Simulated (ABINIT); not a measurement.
# Beyond one shot: Diamond (Fd-3m, 2 atoms a cell)

How far does self-consistency move the gap of Diamond (Fd-3m, 2 atoms a cell)?

Program: ABINIT 10.8.3. Level of theory: PBE and many-body steps on it, plane waves. Results are calculated unless marked as measured.

**Experimental background.**

- Gap 5.5 eV: band gap, experimental literature value; bulk crystal (quoted in “Fermi level pinning by defects can explain the large reported carbon 1s binding energy variations in diamond”, 2019, arxiv:1902.02958).

- Gap 5.47 eV: experimental band gap used as input; bulk crystal (quoted in “Enhanced Electron Emission Performance and Air‐Surface Stability in ScO‐Terminated Diamond for Thermionic Energy Converters”, 2024, pmc:11600692).

Report form: the programs' logs are mostly left out.

## Step 1: The structure

Symmetry: Fd-3m, No. 227, cubic system. The conventional cell has a = 3.567 Å, b = 3.567 Å, c = 3.567 Å, α = 90.00°, β = 90.00°, γ = 90.00°. Nearest to C lie 4 C at 1.54 Å.

The cell and positions come from the Crystallography Open Database and are kept as given unless a step says otherwise.

## Step 2: Empty states on the mesh, 6×6×6 mesh, 64 bands

This step: ABINIT 10.8.3; DFT, PBE, plane waves, norm-conserving pseudopotentials.

The sums over transitions need many empty states on a uniform mesh; this step solves for them.

Input file run.abi:

```
acell 3*1.0 Angstrom
rprim 
  -0.000000000000 1.783370000000 1.783370000000
  1.783370000000 -0.000000000000 1.783370000000
  1.783370000000 1.783370000000 0.000000000000
ntypat 1
znucl 6
natom 2
typat 1 1
xred 
  -0.000000000000 0.000000000000 0.000000000000
  0.250000000000 0.250000000000 0.250000000000
pp_dirpath "pseudos"
pseudos "C.upf"
ecut 37
ngkpt 6 6 6
nshiftk 1
shiftk 0 0 0
kptopt 1
chksymbreak 0
irdden 1
istwfk *1
nband 64
prtvol 0
optdriver 6
gwr_task "HDIAGO"
paral_kgb 0
occopt 1
indata_prefix "in"
outdata_prefix "out"
tmpdata_prefix "tmp"
```

On the command line:

```sh
> OMP_NUM_THREADS=1 mpirun -n 8 abinit run.abi > log
```

Run time: 2.5 s. Hardware: 8 MPI ranks of Arm Neoverse V2, shared host; peak memory 0.11 GiB.

This step gave:

```
gap                                                           : 4.207 eV
k of the valence top                                          : 0, 0, 0
k of the conduction bottom                                    : 0.3333, 0.3333, 0
least direct gap                                              : 5.626 eV
k points computed                                             : 16
lowest point of the top converged band, above the valence top : 121.9261 eV
```

On this mesh the gap is 4.207 eV.

The density comes from a self-consistent run that is not shown.

## Step 3: Screening, 6×6×6 mesh, 56 bands, screening to 217.7 eV

The RPA dielectric matrix is built and inverted for each q.

This step: RPA screening on PBE, plane waves, norm-conserving pseudopotentials.

Changes to run.abi since step 2:

```diff
@@ -20,10 +20,11 @@
 chksymbreak 0
-irdden 1
 istwfk *1
-nband 64
-prtvol 0
-optdriver 6
-gwr_task "HDIAGO"
-paral_kgb 0
 occopt 1
+irdwfk 1
+optdriver 3
+nband 56
+ecuteps 8
+inclvkb 2
+awtr 1
+symchi 1
 indata_prefix "in"
```

The job ended after 3.8 s (8 MPI ranks; peak memory 0.7 GiB).

Numbers from this step:

```
ε∞ with local fields, on this mesh, along the program's q direction : 5.755
the same without local fields                                       : 6.186
plasma frequency                                                    : 31.18 eV
plane waves in the screening matrix                                 : 65
```

Local fields lower ε∞ by 7 %. On a Γ-centred mesh this coarse the value itself is usually too large, while a short band sum pulls it down.

## Step 4: G0W0

The self-energy is evaluated for the states that the input lists, and the levels follow from it, in one-shot runs by the linearised quasiparticle equation.

This step: G0W0 on PBE, plane waves, norm-conserving pseudopotentials.

Changes to run.abi since step 3:

```diff
@@ -23,8 +23,17 @@
 irdwfk 1
-optdriver 3
+optdriver 4
 nband 56
+gwcalctyp 0
+ecutsigx 37
+symsigma 1
+nkptgw 2
+kptgw 
+  0.0000000000 0.0000000000 0.0000000000
+  0.3333333333 0.3333333333 0.0000000000
+bdgw 
+  2 7
+  3 6
 ecuteps 8
-inclvkb 2
-awtr 1
-symchi 1
+irdscr 1
+ppmodel 1
 indata_prefix "in"
```

Run time: 1.8 s. Hardware: 8 MPI ranks; peak memory 0.12 GiB; 13 s of CPU time.

Numbers from this step:

```yaml
g0w0_gap_on_the_points_computed: 5.481 eV
starting_gap_on_the_mesh: 4.207 eV
k_of_the_valence_top: 0, 0, 0
k_of_the_conduction_bottom: 0.3333, 0.3333, 0
z_at_the_valence_top: 0.831
z_at_the_conduction_bottom: 0.841
least_direct_g0w0_gap_on_the_computed_points: 7.357 eV
```

The gap on the mesh goes from 4.21 eV to 5.48 eV, a correction of +1.27 eV.

## Step 5: QSGW, cycle 1

This step: QSGW on PBE, plane waves, norm-conserving pseudopotentials.

Changes to run.abi since step 4:

```diff
@@ -25,12 +25,40 @@
 nband 56
-gwcalctyp 0
+gwcalctyp 28
 ecutsigx 37
-symsigma 1
-nkptgw 2
+symsigma 0
+nkptgw 16
 kptgw 
   0.0000000000 0.0000000000 0.0000000000
+  0.1666666667 0.0000000000 0.0000000000
+  0.3333333333 0.0000000000 0.0000000000
+  0.5000000000 0.0000000000 0.0000000000
+  0.1666666667 0.1666666667 0.0000000000
+  0.3333333333 0.1666666667 0.0000000000
+  0.5000000000 0.1666666667 0.0000000000
+  -0.3333333333 0.1666666667 0.0000000000
+  -0.1666666667 0.1666666667 0.0000000000
   0.3333333333 0.3333333333 0.0000000000
+  0.5000000000 0.3333333333 0.0000000000
+  -0.3333333333 0.3333333333 0.0000000000
+  0.5000000000 0.5000000000 0.0000000000
+  0.5000000000 0.3333333333 0.1666666667
+  -0.3333333333 0.3333333333 0.1666666667
+  -0.3333333333 0.5000000000 0.1666666667
 bdgw 
-  2 7
-  3 6
+  1 14
+  1 14
+  1 14
+  1 14
+  1 14
+  1 14
+  1 14
+  1 14
+  1 14
+  1 14
+  1 14
+  1 14
+  1 14
+  1 14
+  1 14
+  1 14
 ecuteps 8
@@ -38,2 +66,3 @@
 ppmodel 1
+rhoqpmix 0.3
 indata_prefix "in"
```

The job ended after 42 s (8 MPI ranks; peak memory 1.5 GiB).

This step gave:

| Property | Result |
| --- | --- |
| quasiparticle gap on the mesh | 5.712 eV |
| gap of the density functional on the mesh | 4.207 eV |
| k of the valence top | 0, 0, 0 |
| k of the conduction bottom | 0.3333, 0.3333, 0 |
| Z at the valence top | 1 |
| Z at the conduction bottom | 1 |
| least direct quasiparticle gap on the computed points | 7.707 eV |

Against G0W0 in ABINIT (6×6×6 mesh, 56 bands, screening to 217.7 eV, Godby-Needs plasmon pole), the gap moves by +0.231 eV.

## Step 6: Screening, 6×6×6 mesh, 56 bands, screening to 217.7 eV

This step: RPA screening on PBE, plane waves, norm-conserving pseudopotentials.

Input file run.abi:

```
acell 3*1.0 Angstrom
rprim 
  -0.000000000000 1.783370000000 1.783370000000
  1.783370000000 -0.000000000000 1.783370000000
  1.783370000000 1.783370000000 0.000000000000
ntypat 1
znucl 6
natom 2
typat 1 1
xred 
  -0.000000000000 0.000000000000 0.000000000000
  0.250000000000 0.250000000000 0.250000000000
pp_dirpath "pseudos"
pseudos "C.upf"
ecut 37
ngkpt 6 6 6
nshiftk 1
shiftk 0 0 0
kptopt 1
chksymbreak 0
istwfk *1
occopt 1
irdwfk 1
optdriver 3
nband 56
ecuteps 8
inclvkb 2
awtr 1
symchi 1
gwcalctyp 28
mbpt_sciss 2.150 eV
nqptdm 1
qptdm 
  0 0 0
indata_prefix "in"
outdata_prefix "out"
tmpdata_prefix "tmp"
```

It took 1.3 s on 8 MPI ranks; peak memory 0.1 GiB; 9.4 s of CPU time.

This step gave:

```
ε∞ with local fields, on this mesh, along the program's q direction : 5.004
the same without local fields                                       : 5.324
plasma frequency                                                    : 31.18 eV
plane waves in the screening matrix                                 : 65
```

This screening uses the functional's bands under a rigid shift, the mean opening of the cycle before.

## Step 7: Screening, 6×6×6 mesh, 56 bands, screening to 217.7 eV

This step: RPA screening on PBE from quasiparticle energies and orbitals, plane waves, norm-conserving pseudopotentials.

Changes to run.abi since step 6:

```diff
@@ -29,7 +29,21 @@
 symchi 1
+irdqps 1
 gwcalctyp 28
-mbpt_sciss 2.150 eV
-nqptdm 1
+nqptdm 15
 qptdm 
-  0 0 0
+  0.1666666667 0.0000000000 0.0000000000
+  0.3333333333 0.0000000000 0.0000000000
+  0.5000000000 0.0000000000 0.0000000000
+  0.1666666667 0.1666666667 0.0000000000
+  0.3333333333 0.1666666667 0.0000000000
+  0.5000000000 0.1666666667 0.0000000000
+  -0.3333333333 0.1666666667 0.0000000000
+  -0.1666666667 0.1666666667 0.0000000000
+  0.3333333333 0.3333333333 0.0000000000
+  0.5000000000 0.3333333333 0.0000000000
+  -0.3333333333 0.3333333333 0.0000000000
+  0.5000000000 0.5000000000 0.0000000000
+  0.5000000000 0.3333333333 0.1666666667
+  -0.3333333333 0.3333333333 0.1666666667
+  -0.3333333333 0.5000000000 0.1666666667
 indata_prefix "in"
```

Input file mrgscr.stdin:

```
2
merged
q0_SCR
out_SCR
1
```

On the command line:

```sh
> OMP_NUM_THREADS=1 mpirun -n 8 abinit run.abi > log; mrgscr < mrgscr.stdin
```

Run time: 3.7 s. Hardware: 8 MPI ranks; peak memory 0.69 GiB; 29 s of CPU time.

This step gave:

| Quantity | Value |
| --- | --- |
| plasma frequency | 31.18 eV |
| plane waves in the screening matrix | 65 |

This screening reads the quasiparticle levels of the cycle before.

## Step 8: QSGW, cycle 2

The corrected levels of the last cycle go back in.

This step: QSGW on PBE, plane waves, norm-conserving pseudopotentials.

Changes to run.abi since step 7:

```diff
@@ -23,12 +23,10 @@
 irdwfk 1
-optdriver 3
+optdriver 4
 nband 56
-ecuteps 8
-inclvkb 2
-awtr 1
-symchi 1
-irdqps 1
 gwcalctyp 28
-nqptdm 15
-qptdm 
+ecutsigx 37
+symsigma 0
+nkptgw 16
+kptgw 
+  0.0000000000 0.0000000000 0.0000000000
   0.1666666667 0.0000000000 0.0000000000
@@ -48,2 +46,24 @@
   -0.3333333333 0.5000000000 0.1666666667
+bdgw 
+  1 14
+  1 14
+  1 14
+  1 14
+  1 14
+  1 14
+  1 14
+  1 14
+  1 14
+  1 14
+  1 14
+  1 14
+  1 14
+  1 14
+  1 14
+  1 14
+ecuteps 8
+irdscr 1
+ppmodel 1
+irdqps 1
+rhoqpmix 0.3
 indata_prefix "in"
```

On the command line:

```sh
> OMP_NUM_THREADS=1 mpirun -n 8 abinit run.abi > log
```

Elapsed: 43 s, on 8 MPI ranks; peak memory 1.5 GiB.

This step gave:

```yaml
quasiparticle_gap_on_the_mesh: 5.816 eV
gap_of_the_density_functional_on_the_mesh: 4.207 eV
k_of_the_valence_top: 0, 0, 0
k_of_the_conduction_bottom: 0.3333, 0.3333, 0
least_direct_quasiparticle_gap_on_the_computed_points: 7.825 eV
```

Against the cycle before, the gap moves by +0.104 eV.

## Step 9: Screening, 6×6×6 mesh, 56 bands, screening to 217.7 eV

This step: RPA screening on PBE, plane waves, norm-conserving pseudopotentials.

Input file run.abi:

```
acell 3*1.0 Angstrom
rprim 
  -0.000000000000 1.783370000000 1.783370000000
  1.783370000000 -0.000000000000 1.783370000000
  1.783370000000 1.783370000000 0.000000000000
ntypat 1
znucl 6
natom 2
typat 1 1
xred 
  -0.000000000000 0.000000000000 0.000000000000
  0.250000000000 0.250000000000 0.250000000000
pp_dirpath "pseudos"
pseudos "C.upf"
ecut 37
ngkpt 6 6 6
nshiftk 1
shiftk 0 0 0
kptopt 1
chksymbreak 0
istwfk *1
occopt 1
irdwfk 1
optdriver 3
nband 56
ecuteps 8
inclvkb 2
awtr 1
symchi 1
gwcalctyp 28
mbpt_sciss 2.314 eV
nqptdm 1
qptdm 
  0 0 0
indata_prefix "in"
outdata_prefix "out"
tmpdata_prefix "tmp"
```

Wall time 1.3 s (8 MPI ranks); peak memory 0.1 GiB.

Numbers from this step:

```
ε∞ with local fields, on this mesh, along the program's q direction : 4.957
the same without local fields                                       : 5.271
plasma frequency                                                    : 31.18 eV
plane waves in the screening matrix                                 : 65
```

This screening uses the functional's bands under a rigid shift, the mean opening of the cycle before.

## Step 10: Screening, 6×6×6 mesh, 56 bands, screening to 217.7 eV

This step: RPA screening on PBE from quasiparticle energies and orbitals, plane waves, norm-conserving pseudopotentials.

Changes to run.abi since step 9:

```diff
@@ -29,7 +29,21 @@
 symchi 1
+irdqps 1
 gwcalctyp 28
-mbpt_sciss 2.314 eV
-nqptdm 1
+nqptdm 15
 qptdm 
-  0 0 0
+  0.1666666667 0.0000000000 0.0000000000
+  0.3333333333 0.0000000000 0.0000000000
+  0.5000000000 0.0000000000 0.0000000000
+  0.1666666667 0.1666666667 0.0000000000
+  0.3333333333 0.1666666667 0.0000000000
+  0.5000000000 0.1666666667 0.0000000000
+  -0.3333333333 0.1666666667 0.0000000000
+  -0.1666666667 0.1666666667 0.0000000000
+  0.3333333333 0.3333333333 0.0000000000
+  0.5000000000 0.3333333333 0.0000000000
+  -0.3333333333 0.3333333333 0.0000000000
+  0.5000000000 0.5000000000 0.0000000000
+  0.5000000000 0.3333333333 0.1666666667
+  -0.3333333333 0.3333333333 0.1666666667
+  -0.3333333333 0.5000000000 0.1666666667
 indata_prefix "in"
```

mrgscr.stdin is that of step 7.

On the command line:

```sh
> OMP_NUM_THREADS=1 mpirun -n 8 abinit run.abi > log; mrgscr < mrgscr.stdin
```

The job ended after 3.8 s (8 MPI ranks; peak memory 0.69 GiB; 30 s of CPU time).

Numbers from this step:

- plasma frequency: 31.18 eV
- plane waves in the screening matrix: 65

This screening reads the quasiparticle levels of the cycle before.

## Step 11: QSGW, cycle 3

This step: QSGW on PBE, plane waves, norm-conserving pseudopotentials.

Changes to run.abi since step 10:

```diff
@@ -23,12 +23,10 @@
 irdwfk 1
-optdriver 3
+optdriver 4
 nband 56
-ecuteps 8
-inclvkb 2
-awtr 1
-symchi 1
-irdqps 1
 gwcalctyp 28
-nqptdm 15
-qptdm 
+ecutsigx 37
+symsigma 0
+nkptgw 16
+kptgw 
+  0.0000000000 0.0000000000 0.0000000000
   0.1666666667 0.0000000000 0.0000000000
@@ -48,2 +46,24 @@
   -0.3333333333 0.5000000000 0.1666666667
+bdgw 
+  1 14
+  1 14
+  1 14
+  1 14
+  1 14
+  1 14
+  1 14
+  1 14
+  1 14
+  1 14
+  1 14
+  1 14
+  1 14
+  1 14
+  1 14
+  1 14
+ecuteps 8
+irdscr 1
+ppmodel 1
+irdqps 1
+rhoqpmix 0.3
 indata_prefix "in"
```

On the command line:

```sh
> OMP_NUM_THREADS=1 mpirun -n 8 abinit run.abi > log
```

Wall time 43 s (8 MPI ranks); peak memory 1.5 GiB; 5.7 min of CPU time.

Numbers from this step:

```
quasiparticle gap on the mesh                         : 5.856 eV
gap of the density functional on the mesh             : 4.207 eV
k of the valence top                                  : 0, 0, 0
k of the conduction bottom                            : 0.3333, 0.3333, 0
least direct quasiparticle gap on the computed points : 7.861 eV
```

Against the cycle before, the gap moves by +0.040 eV.

## Step 12: Screening, 6×6×6 mesh, 56 bands, screening to 217.7 eV

This step: RPA screening on PBE, plane waves, norm-conserving pseudopotentials.

Input file run.abi:

```
acell 3*1.0 Angstrom
rprim 
  -0.000000000000 1.783370000000 1.783370000000
  1.783370000000 -0.000000000000 1.783370000000
  1.783370000000 1.783370000000 0.000000000000
ntypat 1
znucl 6
natom 2
typat 1 1
xred 
  -0.000000000000 0.000000000000 0.000000000000
  0.250000000000 0.250000000000 0.250000000000
pp_dirpath "pseudos"
pseudos "C.upf"
ecut 37
ngkpt 6 6 6
nshiftk 1
shiftk 0 0 0
kptopt 1
chksymbreak 0
istwfk *1
occopt 1
irdwfk 1
optdriver 3
nband 56
ecuteps 8
inclvkb 2
awtr 1
symchi 1
gwcalctyp 28
mbpt_sciss 2.357 eV
nqptdm 1
qptdm 
  0 0 0
indata_prefix "in"
outdata_prefix "out"
tmpdata_prefix "tmp"
```

Run time: 1.3 s. Hardware: 8 MPI ranks; peak memory 0.1 GiB; 9.4 s of CPU time.

This step gave:

| Property | Result |
| --- | --- |
| ε∞ with local fields, on this mesh, along the program's q direction | 4.945 |
| the same without local fields | 5.257 |
| plasma frequency | 31.18 eV |
| plane waves in the screening matrix | 65 |

This screening uses the functional's bands under a rigid shift, the mean opening of the cycle before.

## Step 13: Screening, 6×6×6 mesh, 56 bands, screening to 217.7 eV

This step: RPA screening on PBE from quasiparticle energies and orbitals, plane waves, norm-conserving pseudopotentials.

Changes to run.abi since step 12:

```diff
@@ -29,7 +29,21 @@
 symchi 1
+irdqps 1
 gwcalctyp 28
-mbpt_sciss 2.357 eV
-nqptdm 1
+nqptdm 15
 qptdm 
-  0 0 0
+  0.1666666667 0.0000000000 0.0000000000
+  0.3333333333 0.0000000000 0.0000000000
+  0.5000000000 0.0000000000 0.0000000000
+  0.1666666667 0.1666666667 0.0000000000
+  0.3333333333 0.1666666667 0.0000000000
+  0.5000000000 0.1666666667 0.0000000000
+  -0.3333333333 0.1666666667 0.0000000000
+  -0.1666666667 0.1666666667 0.0000000000
+  0.3333333333 0.3333333333 0.0000000000
+  0.5000000000 0.3333333333 0.0000000000
+  -0.3333333333 0.3333333333 0.0000000000
+  0.5000000000 0.5000000000 0.0000000000
+  0.5000000000 0.3333333333 0.1666666667
+  -0.3333333333 0.3333333333 0.1666666667
+  -0.3333333333 0.5000000000 0.1666666667
 indata_prefix "in"
```

mrgscr.stdin is that of step 10.

On the command line:

```sh
> OMP_NUM_THREADS=1 mpirun -n 8 abinit run.abi > log; mrgscr < mrgscr.stdin
```

Wall time 3.7 s (8 MPI ranks); peak memory 0.69 GiB; 29 s of CPU time.

Numbers from this step:

```
plasma frequency                    : 31.18 eV
plane waves in the screening matrix : 65
```

This screening reads the quasiparticle levels of the cycle before.

[end of part 1 of 2]

[Paths, hosts, dates, memory and timing lines, banners, echoed tables and standing remarks are left out of the program output.]

[Logs are printed without paths, hosts, clocks, repeated set-up lines and the standing remarks that a program may print on its own settings, such as how far it seeks lower states.]

[Runs of the session that timed out or met a known fault of the program may be left out.]

[Hosts, paths, dates, database ids (printed as entryN), source tags and the programs' standing remarks are cut or masked in the printed files.]

[G0W0 gaps are taken among the corrected bands and points alone; a level outside them can change the order at an edge.]

[Where Ansatz stands beside ABINIT at settings called matched, ABINIT's density can come from a denser mesh and the files from another edition; pairs whose starting gaps differed by over 0.03 eV were left out, so agreement reads better than it is.]
